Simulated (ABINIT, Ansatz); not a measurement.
**Cs2NaAlH6 (Fm-3m): changed settings of a GW run in ABINIT**

Aim: change inputs of a GW run on Cs2NaAlH6 (Fm-3m) and see what moves.

Calculated with ABINIT 10.8.3; LDA and many-body steps on it, plane waves.

Most raw output is cut from this account.

## 1. The starting structure

The structure is cubic, space group Fm-3m (No. 225). The conventional cell has a = 8.626 Å, b = 8.626 Å, c = 8.626 Å, α = 90.00°, β = 90.00°, γ = 90.00°. Cs has 12 H at 3.07 Å nearest. Nearest to Na lie 6 H at 2.51 Å. Al has 6 H at 1.80 Å nearest. Nearest to H lie 1 Al at 1.80 Å and 1 Na at 2.51 Å and 4 H at 2.55 Å and 4 Cs at 3.07 Å. Farther neighbours are not listed.

The cell and positions are those that the Materials Project relaxed with its own functionals (PBE, PBE+U or r2SCAN), kept fixed. Spin-orbit coupling is left out unless a step names it.

## 2. Screening, 2×2×2 mesh, 124 bands, screening to 114.3 eV

This step: ABINIT 10.8.3; RPA screening on LDA, plane waves, norm-conserving pseudopotentials.

The RPA dielectric matrix is built and inverted for each q.

run.abi

```
acell 3*1.0 Angstrom
rprim 
  -0.000000000000 4.312959000000 4.312959000000
  4.312959000000 -0.000000000000 4.312959000000
  4.312959000000 4.312959000000 -0.000000000000
ntypat 4
znucl 55 11 13 1
natom 10
typat 1 1 2 3 4 4 4 4 4 4
xred 
  0.250000000000 0.250000000000 0.250000000000
  0.750000000000 0.750000000000 0.750000000000
  0.500000000000 0.500000000000 0.500000000000
  -0.000000000000 -0.000000000000 0.000000000000
  0.208755000000 0.791245000000 0.791245000000
  0.208755000000 0.791245000000 0.208755000000
  0.791245000000 0.208755000000 0.791245000000
  0.791245000000 0.791245000000 0.208755000000
  0.208755000000 0.208755000000 0.791245000000
  0.791245000000 0.208755000000 0.208755000000
pp_dirpath "pseudos"
pseudos "Cs.upf, Na.upf, Al.upf, H.upf"
ecut 38
ngkpt 2 2 2
nshiftk 1
shiftk 0 0 0
kptopt 1
chksymbreak 0
istwfk *1
occopt 1
irdwfk 1
optdriver 3
nband 124
ecuteps 4.2
inclvkb 2
awtr 1
symchi 1
indata_prefix "in"
outdata_prefix "out"
tmpdata_prefix "tmp"
```

Launch:

```sh
$ OMP_NUM_THREADS=1 mpirun -n 4 abinit run.abi > log
```

Elapsed: 57 s, on 4 MPI ranks of Arm Neoverse N1, shared host; peak memory 2.2 GiB.

This step gave:

* ε∞ with local fields, on this mesh, along the program's q direction: 4.382
* the same without local fields: 5.038
* plasma frequency: 17.59 eV
* plane waves in the screening matrix: 459

Local fields lower ε∞ by 13 %. On a Γ-centred mesh this coarse the value itself is usually too large, while a short band sum pulls it down.

## 3. Base

The self-energy is evaluated for the states that the input lists, and the levels follow from it, in one-shot runs by the linearised quasiparticle equation.

This step: G0W0 on LDA, plane waves, norm-conserving pseudopotentials.

run.abi: that of step 2 with these lines changed.

```diff
@@ -31,8 +31,17 @@
 irdwfk 1
-optdriver 3
+optdriver 4
 nband 124
+gwcalctyp 0
+ecutsigx 38
+symsigma 1
+nkptgw 2
+kptgw 
+  0.5000000000 0.5000000000 0.0000000000
+  0.0000000000 0.0000000000 0.0000000000
+bdgw 
+  17 20
+  17 22
 ecuteps 4.2
-inclvkb 2
-awtr 1
-symchi 1
+irdscr 1
+ppmodel 1
 indata_prefix "in"
```

Elapsed: 28 s, on 4 MPI ranks; peak memory 1.5 GiB.

This step gave:

| Property | Result |
| --- | --- |
| G0W0 gap on the points computed | 3.554 eV |
| starting gap on the mesh | 1.756 eV |
| k of the valence top | 0.5, 0.5, 0 |
| k of the conduction bottom | 0, 0, 0 |
| Z at the valence top | 0.788 |
| Z at the conduction bottom | 0.83 |
| least direct G0W0 gap on the computed points | 3.979 eV |

The gap on the mesh goes from 1.76 eV to 3.55 eV, a correction of +1.80 eV.

## 4. Smaller part of the screening matrix

run.abi: that of step 3 with these lines changed.

```diff
@@ -43,3 +43,3 @@
   17 22
-ecuteps 4.2
+ecuteps 1.1
 irdscr 1
```

The job ended after 9.9 s (4 MPI ranks; peak memory 1.1 GiB; 39 s of CPU time).

This step gave:

| Item | Value |
| --- | --- |
| G0W0 gap on the points computed | 3.483 eV |
| starting gap on the mesh | 1.756 eV |
| k of the valence top | 0.5, 0.5, 0 |
| k of the conduction bottom | 0, 0, 0 |
| Z at the valence top | 0.814 |
| Z at the conduction bottom | 0.831 |
| least direct G0W0 gap on the computed points | 3.93 eV |

## 5. Side by side

Times are wall times on 4 MPI ranks of Arm Neoverse N1, shared host, good to a factor of about two. A run's time includes the screening step that it read.

| run | mesh | bands | screening cutoff (eV) | DFT gap (eV) | gap on the mesh (eV) | direct (eV) | ε∞ used | time |
| --- | --- | --- | --- | --- | --- | --- | --- | --- |
| base | 2×2×2 | 124 | 114.3 | 1.756 | 3.554 | 3.979 | 4.38 | 85 s |
| smaller part of the screening matrix | 2×2×2 | 124 | 29.9 | 1.756 | 3.483 | 3.930 | 4.38 | 67 s |

## 6. Results

```yaml
base: 3.554 eV
smaller_part_of_the_screening_matrix: 3.483 eV
known_limits: not at the basis limit; no spin-orbit coupling; coarse k mesh
```

**Reading.** Smaller part of the screening matrix: −0.071 eV against base (keys changed: ecuteps). Bands and cutoff are finite, so the gap is not at the basis limit. The miss can reach some tenths of an eV and take either sign; the mesh is an error of its own. In the G0W0 runs levels were corrected at 2 k points alone, so a gap called «on the mesh» is the least over those, and an edge elsewhere would be missed. The 2×2×2 mesh is coarse for this cell, which bears on the long-range parts of exchange and screening. The many-body steps are scalar-relativistic: spin-orbit coupling is not in them.

[Paths, hosts, dates, memory and timing lines, banners, echoed tables and standing remarks are left out of the program output.]

[Logs are printed without paths, hosts, clocks, repeated set-up lines and the standing remarks that a program may print on its own settings, such as how far it seeks lower states.]

[Runs of the session that timed out or met a known fault of the program may be left out.]

[Hosts, paths, dates, database ids (printed as entryN), source tags and the programs' standing remarks are cut or masked in the printed files.]

[G0W0 gaps are taken among the corrected bands and points alone; a level outside them can change the order at an edge.]

[Where Ansatz stands beside ABINIT at settings called matched, ABINIT's density can come from a denser mesh and the files from another edition; pairs whose starting gaps differed by over 0.03 eV were left out, so agreement reads better than it is.]
